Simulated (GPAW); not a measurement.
# STM contrast on a 8-layer slab of Li(100), part 2 of 2

Aim: Tersoff-Hamann images of a 8-layer slab of Li(100) at several biases.

GPAW 26.7.0; GPAW, PAW setups; slab in vacuum, relaxation (the session's first sound run).

So far. Step 2 (Relaxing the atoms): The relaxation lowered the energy of the cell by 0.00953 eV (energies extrapolated to zero smearing; the optimiser's log prints free energies). The largest force left on a free atom is 0.029 eV/Å.

## (3) The slab's potential

With the geometry fixed, the planar mean of the potential gives the vacuum level on each side.

This step: GPAW, PAW setups; slab in vacuum (GPAW 26.7.0).

run.py

```python
import json
import numpy as np
from ase import Atoms
from ase.dft.stm import STM
from gpaw import GPAW, PW

slab = Atoms(
    ['Li', 'Li', 'Li', 'Li', 'Li', 'Li', 'Li', 'Li'],
    positions=[
        [1.74500, 1.74500, 7.00000],
        [0.00000, 0.00000, 8.74500],
        [1.74500, 1.74500, 10.49000],
        [0.00000, 0.00000, 12.23500],
        [1.74500, 1.74500, 13.96009],
        [0.00000, 0.00000, 15.66158],
        [1.74500, 1.74500, 17.28804],
        [0.00000, -0.00000, 19.02504]],
    cell=[[3.49, 0.0, 0.0], [0.0, 3.49, 0.0], [0.0, 0.0, 26.215]],
    pbc=[True, True, False])

slab.calc = GPAW(mode=PW(400), xc='PBE', kpts={'size': (9, 9, 1), 'gamma': True},
                 occupations={'name': 'fermi-dirac', 'width': 0.1}, nbands='300%',
                 convergence={'density': 1e-05}, maxiter=200,
                 poissonsolver={'dipolelayer': 'xy'},
                 symmetry={'tolerance': 1e-3}, txt='slab.txt')
result = {}
energy = slab.get_potential_energy()
fermi = slab.calc.get_fermi_level()
v = slab.calc.get_electrostatic_potential().mean((0, 1)) - fermi
n = slab.calc.get_pseudo_density().mean((0, 1))
L = slab.cell[2, 2]
z = np.arange(len(v)) * L / len(v)
low, high = slab.positions[:, 2].min(), slab.positions[:, 2].max()
below, above = np.interp([low - 4.8, high + 4.8], z, v)
slopes = [np.interp(x, z, np.gradient(v, z)) for x in (low - 4.8, high + 4.8)]
eps = np.array([[slab.calc.get_eigenvalues(k, s) for k in range(len(slab.calc.get_ibz_k_points()))]
                for s in range(slab.calc.get_number_of_spins())]) - fermi
top, bottom = eps[eps < 0].max(), eps[eps > 0].min()
dipole = slab.get_dipole_moment()[2]
print(f'energy {energy:.4f} eV, Fermi level {fermi:.4f} eV, dipole {dipole:.5f} e A')
print(f'potential 4.8 A off the faces, from the Fermi level: lower {below:.4f} eV, upper {above:.4f} eV')
print(f'slope of the potential there: lower {slopes[0]:.5f}, upper {slopes[1]:.5f} eV/A')
print(f'nearest levels on the mesh: {top:.4f} and {bottom:.4f} eV')
print('magnetic moment', round(slab.get_magnetic_moment(), 3))
result.update(energy=energy, fermi=fermi, dipole=dipole, below=below, above=above, slopes=slopes, edges=[top, bottom],
              z=z.tolist(), v=v.tolist(), n=n.tolist(), positions=slab.positions.tolist(),
              forces=slab.get_forces(apply_constraint=False).tolist(), moments=slab.get_magnetic_moments().tolist())

# Images need the states of the whole zone, up to time reversal
slab.calc = slab.calc.fixed_density(symmetry={'point_group': False}, txt='states.txt', nbands='390%',
                                    convergence={'bands': 'CBM+1.8'})
stm = STM(slab)
result['stm'] = []
for bias in [-2.0, -1.0, 1.5]:
    height = high + 3.0
    current = stm.get_averaged_current(bias, height)
    x, y, h = stm.scan(bias, current)
    i, f = divmod(height / L * stm.ldos.shape[2], 1)
    I = abs((1 - f) * stm.ldos[:, :, int(i)] + f * stm.ldos[:, :, int(i) + 1])
    print(f'bias {bias} V: mean current at 3.0 A {current:.4e}, corrugation {np.ptp(h):.4f} A')
    result['stm'].append(dict(bias=bias, current=current, h=(h - high).tolist(), I=I.tolist()))
json.dump(result, open('result.json', 'w'))
```

The run is started by

```console
> OMP_NUM_THREADS=1 OPENBLAS_NUM_THREADS=1 python run.py
```

Log:

```text
energy -14.5002 eV, Fermi level -1.1885 eV, dipole 0.00087 e A
potential 4.8 A off the faces, from the Fermi level: lower 2.9920 eV, upper 2.9811 eV
slope of the potential there: lower -0.00240, upper 0.00246 eV/A
nearest levels on the mesh: -0.0534 and 0.0067 eV
magnetic moment 0.0
bias -2.0 V: mean current at 3.0 A 3.5088e-04, corrugation 0.0125 A
bias -1.0 V: mean current at 3.0 A 2.6211e-04, corrugation 0.0126 A
bias 1.5 V: mean current at 3.0 A 1.5035e-03, corrugation 0.0111 A
```

The job ended after 59 s (1 thread of Arm Neoverse V2, shared host; peak memory 0.35 GiB).

Numbers from this step:

| Property | Result |
| --- | --- |
| dipole along the normal | 8.73e-4 e·Å |
| levels nearest the Fermi level on the mesh | -0.05339, 0.006682 eV from the Fermi level |
| corrugation -2 | 0.01250 Å |
| corrugation -1 | 0.01261 Å |
| corrugation 1.5 | 0.01114 Å |

Electrostatic potential energy of an electron (without an applied field's), less the Fermi level, planar mean against z:

| z (Å) | electrostatic potential energy of an electron (without an applied field's), less the Fermi level, planar mean (eV) |
| --- | --- |
| 0.0 | 2.99 |
| 0.5 | 2.99 |
| 1.0 | 2.99 |
| 1.5 | 2.99 |
| 2.0 | 2.99 |
| 2.5 | 2.99 |
| 3.0 | 2.99 |
| 3.5 | 2.98 |
| 4.0 | 2.95 |
| 4.5 | 2.89 |
| 5.0 | 2.74 |
| 5.5 | 2.37 |
| 6.0 | 1.56 |
| 6.5 | -0.0736 |
| 7.0 | -1.65 |
| 7.5 | -0.129 |
| 8.0 | 0.580 |
| 8.5 | -0.802 |
| 9.0 | -0.768 |
| 9.5 | 0.638 |
| 10.0 | 0.0612 |
| 10.5 | -1.28 |
| 11.0 | 0.132 |
| 11.5 | 0.613 |
| 12.0 | -0.854 |
| 12.5 | -0.763 |
| 13.0 | 0.618 |
| 13.5 | -0.0641 |
| 14.0 | -1.28 |
| 14.5 | 0.167 |
| 15.0 | 0.471 |
| 15.5 | -1.07 |
| 16.0 | -0.567 |
| 16.5 | 0.388 |
| 17.0 | -0.738 |
| 17.5 | -0.904 |
| 18.0 | 0.556 |
| 18.5 | -0.0351 |
| 19.0 | -1.65 |
| 19.5 | -0.190 |
| 20.0 | 1.48 |
| 20.5 | 2.33 |
| 21.0 | 2.71 |
| 21.5 | 2.88 |
| 22.0 | 2.94 |
| 22.5 | 2.97 |
| 23.0 | 2.98 |
| 23.5 | 2.98 |
| 24.0 | 2.98 |
| 24.5 | 2.98 |
| 25.0 | 2.98 |
| 25.5 | 2.98 |
| 26.0 | 2.98 |

The pseudo valence density, planar mean by z:

z (Å), pseudo valence density, planar mean (e/Å³) and a bar:
```
      1.0     0.0000 
      1.5     0.0000 
      2.0     0.0000 
      2.5     0.0000 
      3.0     0.0001 
      3.5     0.0003 
      4.0     0.0008 
      4.5     0.0019 #
      5.0     0.0045 ##
      5.5     0.0097 #####
      6.0     0.0182 ##########
      6.5     0.0314 #################
      7.0     0.0309 #################
      7.5     0.0506 ############################
      8.0     0.0534 #############################
      8.5     0.0455 #########################
      9.0     0.0448 #########################
      9.5     0.0505 ############################
     10.0     0.0504 ############################
     10.5     0.0375 #####################
     11.0     0.0507 ############################
     11.5     0.0508 ############################
     12.0     0.0439 ########################
     12.5     0.0452 #########################
     13.0     0.0514 ############################
     13.5     0.0506 ############################
     14.0     0.0389 #####################
     14.5     0.0522 #############################
     15.0     0.0530 #############################
     15.5     0.0435 ########################
     16.0     0.0501 ############################
     16.5     0.0535 ##############################
     17.0     0.0484 ###########################
     17.5     0.0460 #########################
     18.0     0.0544 ##############################
     18.5     0.0514 ############################
     19.0     0.0314 #################
     19.5     0.0318 ##################
     20.0     0.0187 ##########
     20.5     0.0100 ######
     21.0     0.0047 ###
     21.5     0.0020 #
     22.0     0.0008 
     22.5     0.0003 
     23.0     0.0001 
     23.5     0.0000 
     24.0     0.0000 
     24.5     0.0000 
     25.0     0.0000
```

Tip height over the top atom over a1 and a2. Sample bias -2 V, constant current at the mean current 3.0 Å over the top atom.

Ten even steps from '0' (2.992 Å) to '9' (3.005 Å):
```
001236789998763210
112346689998664321
223356678887665332
334556677777665543
566666666666666666
776666666666666667
888776666566667788
999876665556667899
999876655555667899
999876665556667899
888776666566667788
776666666666666667
566666666666666666
334556677777665543
223356678887665332
112346689998664321
001236789998763210
001235789998753210
```
Columns: a1 from 0 to 0.944; rows upwards: a2 from 0 to 0.944.

Local density of states summed over the bias window over a1 and a2. Sample bias -2 V, constant height 3.0 Å over the top atom.

Values in units of 1e-4 arbitrary, 12 rows by 16 columns, each cell a mean:
```
3.5 3.5 3.5 3.5 3.5 3.5 3.5 3.5 3.5 3.5 3.5 3.5 3.5 3.5 3.5 3.5
3.5 3.5 3.5 3.5 3.5 3.5 3.5 3.5 3.5 3.5 3.5 3.5 3.5 3.5 3.5 3.5
3.5 3.5 3.5 3.5 3.5 3.5 3.5 3.5 3.5 3.5 3.5 3.5 3.5 3.5 3.5 3.5
3.5 3.5 3.5 3.5 3.5 3.5 3.5 3.5 3.5 3.5 3.5 3.5 3.5 3.5 3.5 3.5
3.5 3.5 3.5 3.5 3.5 3.5 3.5 3.5 3.5 3.5 3.5 3.5 3.5 3.5 3.5 3.5
3.5 3.5 3.5 3.5 3.5 3.5 3.5 3.5 3.5 3.5 3.5 3.5 3.5 3.5 3.5 3.5
3.5 3.5 3.5 3.5 3.5 3.5 3.5 3.5 3.5 3.5 3.5 3.5 3.5 3.5 3.5 3.5
3.5 3.5 3.5 3.5 3.5 3.5 3.5 3.5 3.5 3.5 3.5 3.5 3.5 3.5 3.5 3.5
3.5 3.5 3.5 3.5 3.5 3.5 3.5 3.5 3.5 3.5 3.5 3.5 3.5 3.5 3.5 3.5
3.5 3.5 3.5 3.5 3.5 3.5 3.5 3.5 3.5 3.5 3.5 3.5 3.5 3.5 3.5 3.5
3.5 3.5 3.5 3.5 3.5 3.5 3.5 3.5 3.5 3.5 3.5 3.5 3.5 3.5 3.5 3.5
3.5 3.5 3.5 3.5 3.5 3.5 3.5 3.5 3.5 3.5 3.5 3.5 3.5 3.5 3.5 3.5
```
Columns: a1 from 0 to 0.944; rows upwards: a2 from 0 to 0.944.

Tip height over the top atom over a1 and a2. Sample bias -1 V, constant current at the mean current 3.0 Å over the top atom.

Ten even steps from '0' (2.992 Å) to '9' (3.004 Å):
```
001245899999854210
011356899999865311
223456789998765432
445556788888765554
556667777877776665
888777777777777788
999887766666778899
999987765556778999
999988765556788999
999987765556778999
999887766666778899
888777777777777788
556667777877776665
445556788888765554
223456789998765432
011356899999865311
001245899999854210
000245899999854200
```
Columns: a1 from 0 to 0.944; rows upwards: a2 from 0 to 0.944.

Local density of states summed over the bias window over a1 and a2. Sample bias -1 V, constant height 3.0 Å over the top atom.

Values in units of 1e-4 arbitrary, 12 rows by 16 columns, each cell a mean:
```
2.6 2.6 2.6 2.6 2.6 2.6 2.6 2.6 2.6 2.6 2.6 2.6 2.6 2.6 2.6 2.6
2.6 2.6 2.6 2.6 2.6 2.6 2.6 2.6 2.6 2.6 2.6 2.6 2.6 2.6 2.6 2.6
2.6 2.6 2.6 2.6 2.6 2.6 2.6 2.6 2.6 2.6 2.6 2.6 2.6 2.6 2.6 2.6
2.6 2.6 2.6 2.6 2.6 2.6 2.6 2.6 2.6 2.6 2.6 2.6 2.6 2.6 2.6 2.6
2.6 2.6 2.6 2.6 2.6 2.6 2.6 2.6 2.6 2.6 2.6 2.6 2.6 2.6 2.6 2.6
2.6 2.6 2.6 2.6 2.6 2.6 2.6 2.6 2.6 2.6 2.6 2.6 2.6 2.6 2.6 2.6
2.6 2.6 2.6 2.6 2.6 2.6 2.6 2.6 2.6 2.6 2.6 2.6 2.6 2.6 2.6 2.6
2.6 2.6 2.6 2.6 2.6 2.6 2.6 2.6 2.6 2.6 2.6 2.6 2.6 2.6 2.6 2.6
2.6 2.6 2.6 2.6 2.6 2.6 2.6 2.6 2.6 2.6 2.6 2.6 2.6 2.6 2.6 2.6
2.6 2.6 2.6 2.6 2.6 2.6 2.6 2.6 2.6 2.6 2.6 2.6 2.6 2.6 2.6 2.6
2.6 2.6 2.6 2.6 2.6 2.6 2.6 2.6 2.6 2.6 2.6 2.6 2.6 2.6 2.6 2.6
2.6 2.6 2.6 2.6 2.6 2.6 2.6 2.6 2.6 2.6 2.6 2.6 2.6 2.6 2.6 2.6
```
Columns: a1 from 0 to 0.944; rows upwards: a2 from 0 to 0.944.

Tip height over the top atom over a1 and a2. Sample bias 1.5 V, constant current at the mean current 3.0 Å over the top atom.

Ten even steps from '0' (2.993 Å) to '9' (3.004 Å):
```
000135799999753100
001246789998764210
112346789998764321
334456788888765443
556667777777776665
777777777777777777
998887777677778889
999987776667778999
999987766666778999
999987776667778999
998887777677778889
777777777777777777
556667777777776665
334456788888765443
112346789998764321
001246789998764210
000135799999753100
000135799999753100
```
Columns: a1 from 0 to 0.944; rows upwards: a2 from 0 to 0.944.

Local density of states summed over the bias window over a1 and a2. Sample bias 1.5 V, constant height 3.0 Å over the top atom.

Ten even steps from '_' (1.49 × 1e-3 arbitrary) to '@' (1.51 × 1e-3 arbitrary):
```
____..::==**%%@@@@@@@@@@%%**==::..__
__..::--==**%%@@@@@@@@@@%%**==--::..
::::--==++**%%%%@@@@@@%%%%**++==--::
======++**##%%%%%%%%%%%%%%##**++====
********####%%%%%%%%%%%%%%####******
%%%%%%%%%%%%%%##########%%%%%%%%%%%%
@@@@@@%%%%%%##############%%%%%%@@@@
@@@@@@@@%%%%##############%%%%@@@@@@
@@@@@@@@%%%%##############%%%%@@@@@@
@@@@@@@@%%%%##############%%%%@@@@@@
@@@@@@%%%%%%##############%%%%%%@@@@
%%%%%%%%%%%%%%##########%%%%%%%%%%%%
********####%%%%%%%%%%%%%%####******
======++**##%%%%%%%%%%%%%%##**++====
::::--==++**%%%%@@@@@@%%%%**++==--::
__..::--==**%%@@@@@@@@@@%%**==--::..
____..::==**%%@@@@@@@@@@%%**==::..__
______::==**%%@@@@@@@@@@%%**==::____
```
Columns: a1 from 0 to 0.944; rows upwards: a2 from 0 to 0.944.

Force by atom:

| atom | x (eV/Å) | y (eV/Å) | z (eV/Å) | size |
| --- | --- | --- | --- | --- |
| Li1 | 0.0000 | 0.0000 | -0.0018 | 0.0018 |
| Li2 | 0.0000 | 0.0000 | 0.0748 | 0.0748 |
| Li3 | 0.0000 | 0.0000 | -0.0080 | 0.0080 |
| Li4 | 0.0000 | 0.0000 | -0.0369 | 0.0369 |
| Li5 | 0.0000 | 0.0000 | 0.0054 | 0.0054 |
| Li6 | 0.0000 | 0.0000 | -0.0288 | 0.0288 |
| Li7 | 0.0000 | 0.0000 | -0.0086 | 0.0086 |
| Li8 | 0.0000 | 0.0000 | 0.0040 | 0.0040 |

The potential is flat to 0.002 eV/Å where it is read, so the vacuum is wide enough.

## (4) A changed run

One more run, with changed settings.

run.py

```python
import json
import numpy as np
from ase import Atoms
from gpaw import GPAW, PW

slab = Atoms(
    ['Li', 'Li', 'Li', 'Li', 'Li', 'Li', 'Li', 'Li'],
    positions=[
        [1.74500, 1.74500, 7.00000],
        [0.00000, 0.00000, 8.74500],
        [1.74500, 1.74500, 10.49000],
        [0.00000, 0.00000, 12.23500],
        [1.74500, 1.74500, 13.96009],
        [0.00000, 0.00000, 15.66158],
        [1.74500, 1.74500, 17.28804],
        [0.00000, -0.00000, 19.02504]],
    cell=[[3.49, 0.0, 0.0], [0.0, 3.49, 0.0], [0.0, 0.0, 26.215]],
    pbc=[True, True, False])

slab.calc = GPAW(mode=PW(400), xc='PBE', kpts={'size': (9, 9, 1), 'gamma': True},
                 occupations={'name': 'fermi-dirac', 'width': 0.1}, nbands='300%',
                 convergence={'density': 1e-05}, maxiter=75,
                 poissonsolver={'dipolelayer': 'xy'},
                 symmetry={'tolerance': 1e-3}, txt='slab.txt')
result = {}
energy = slab.get_potential_energy()
fermi = slab.calc.get_fermi_level()
v = slab.calc.get_electrostatic_potential().mean((0, 1)) - fermi
n = slab.calc.get_pseudo_density().mean((0, 1))
L = slab.cell[2, 2]
z = np.arange(len(v)) * L / len(v)
low, high = slab.positions[:, 2].min(), slab.positions[:, 2].max()
below, above = np.interp([low - 1.0, high + 1.0], z, v)
slopes = [np.interp(x, z, np.gradient(v, z)) for x in (low - 1.0, high + 1.0)]
eps = np.array([[slab.calc.get_eigenvalues(k, s) for k in range(len(slab.calc.get_ibz_k_points()))]
                for s in range(slab.calc.get_number_of_spins())]) - fermi
top, bottom = eps[eps < 0].max(), eps[eps > 0].min()
dipole = slab.get_dipole_moment()[2]
print(f'energy {energy:.4f} eV, Fermi level {fermi:.4f} eV, dipole {dipole:.5f} e A')
print(f'potential 1.0 A off the faces, from the Fermi level: lower {below:.4f} eV, upper {above:.4f} eV')
print(f'slope of the potential there: lower {slopes[0]:.5f}, upper {slopes[1]:.5f} eV/A')
print(f'nearest levels on the mesh: {top:.4f} and {bottom:.4f} eV')
print('magnetic moment', round(slab.get_magnetic_moment(), 3))
result.update(energy=energy, fermi=fermi, dipole=dipole, below=below, above=above, slopes=slopes, edges=[top, bottom],
              z=z.tolist(), v=v.tolist(), n=n.tolist(), positions=slab.positions.tolist(),
              forces=slab.get_forces(apply_constraint=False).tolist(), moments=slab.get_magnetic_moments().tolist())
json.dump(result, open('result.json', 'w'))
```

Log:

```text
energy -14.5002 eV, Fermi level -1.1885 eV, dipole 0.00087 e A
potential 1.0 A off the faces, from the Fermi level: lower 1.5556 eV, upper 1.5459 eV
slope of the potential there: lower -2.31171, upper 2.30569 eV/A
nearest levels on the mesh: -0.0534 and 0.0067 eV
magnetic moment 0.0
```

Run time: 26 s. Hardware: 1 thread; peak memory 0.21 GiB.

The run finished. A setting was moved off its sound value on purpose, so it serves as a test and not as the result.

The fault put into the input: the potential probed 1 A off the face (probe = 1.0).

## (5) Outcome

```json
{
  "work function, upper and lower face": "2.981 and 2.992 eV",
  "dipole along the normal": "8.7e-4 e Å",
  "corrugation at -2 V": "0.0125 Å",
  "corrugation at -1 V": "0.0126 Å",
  "corrugation at 1.5 V": "0.0111 Å"
}
```

In words: In GPAW's constant-current maps the tip height varies by under 0.05 Å at every bias shown (0.013 Å at most), which is near the numerical ripple of the maps: an s-wave tip would see an almost flat surface. Negative sample bias images filled states, positive bias empty ones. The measured value for polycrystalline Li, which weights the faces of low work function, is 2.93 eV (as compiled in "Anisotropic work function of elemental crystals", 2019, arxiv:1902.07811); the relaxed upper face lies 0.051 eV over it with PBE. Measured work functions scatter by a tenth of an eV or more between methods. The images are of Tersoff-Hamann type: an s-wave tip, no tip-sample forces, heights closer than in a microscope. The small printed dipole stands for a step of -13 meV from the lower to the upper face, and the probes find -11 meV; values this small are near the numerical noise of both. The in-plane lattice was kept as typed, which isn't the functional's own and leaves some strain; spin-orbit coupling and temperature are left out.

[Logs are printed without paths, hosts, clocks, repeated set-up lines and the standing remarks that a program may print on its own settings, such as how far it seeks lower states.]

[Hosts, paths, dates, database ids (printed as entryN), source tags and the programs' standing remarks are cut or masked in the printed files.]
